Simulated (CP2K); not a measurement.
Consider 2-cyanopyrimidine at its PBE geometry (Å).

```xyz
11

N     3.7210    0.0003   -0.0711
C     2.5577   -0.0059   -0.0345
C     1.1127   -0.0046   -0.0036
N     0.5282    1.2072   -0.0722
C    -0.8142    1.1892   -0.0572
C    -1.5468    0.0028    0.0171
C    -0.8206   -1.1877    0.0848
N     0.5223   -1.2122    0.0790
H    -1.3065    2.1624   -0.1102
H    -2.6354    0.0064    0.0250
H    -1.3184   -2.1579    0.1428
```

Method: CP2K XAS_TDP, all-electron GAPW, PBEh(45%), aug-cc-pVDZ, TDA, GW2X-corrected core level, no relativity.

**Question.** Predict the bright core excitations at the N K edge.

Leading lines: N1 400.20 eV and N4 399.52 eV. The leading line of an atom is its first one with 35 % of the strongest within 2.5 eV of its lowest line over the strength cut. Core ionisation energies at this level: N1 406.51 and N4 406.64 eV.

The first six lines of each atom with a strength over 0.0015:

| atom | energy (eV) | states | strength, one atom | above the computed threshold |
| --- | --- | --- | --- | --- |
| N1 (bonded to C) | 400.20 | 1 | 0.0465 |  |
|  | 401.26 | 1 | 0.0553 |  |
|  | 405.17 | 1 | 0.0096 |  |
|  | 407.30 | 1 | 0.0024 | yes |
|  | 407.32 | 1 | 0.0097 | yes |
|  | 407.76 | 1 | 0.0016 | yes |
| N4 (bonded to 2 C), 2 alike | 399.52 | 1 | 0.0505 |  |
|  | 405.29 | 1 | 0.0020 |  |
|  | 405.63 | 1 | 0.0017 |  |
|  | 405.86 | 1 | 0.0031 |  |
|  | 406.56 | 1 | 0.0026 |  |
|  | 406.78 | 1 | 0.0043 | yes |

Lines are vertical, at one geometry, with no vibrational structure. GW2X ionisation energies and lines can be off by 1 to 2 eV either way, and a good line position may hide errors that cancel. These values hold no scalar relativity, about 0.2 eV for N 1s. Rydberg lines, and the discretised continuum above threshold, depend on the basis and the box.

[Banner, clock and machine lines of the logs are left out without a mark of their own.]

[Logs are printed without paths, hosts, clocks, repeated set-up lines and the standing remarks that a program may print on its own settings, such as how far it seeks lower states.]

[Hosts, paths, dates, database ids (printed as entryN), source tags and the programs' standing remarks are cut or masked in the printed files.]
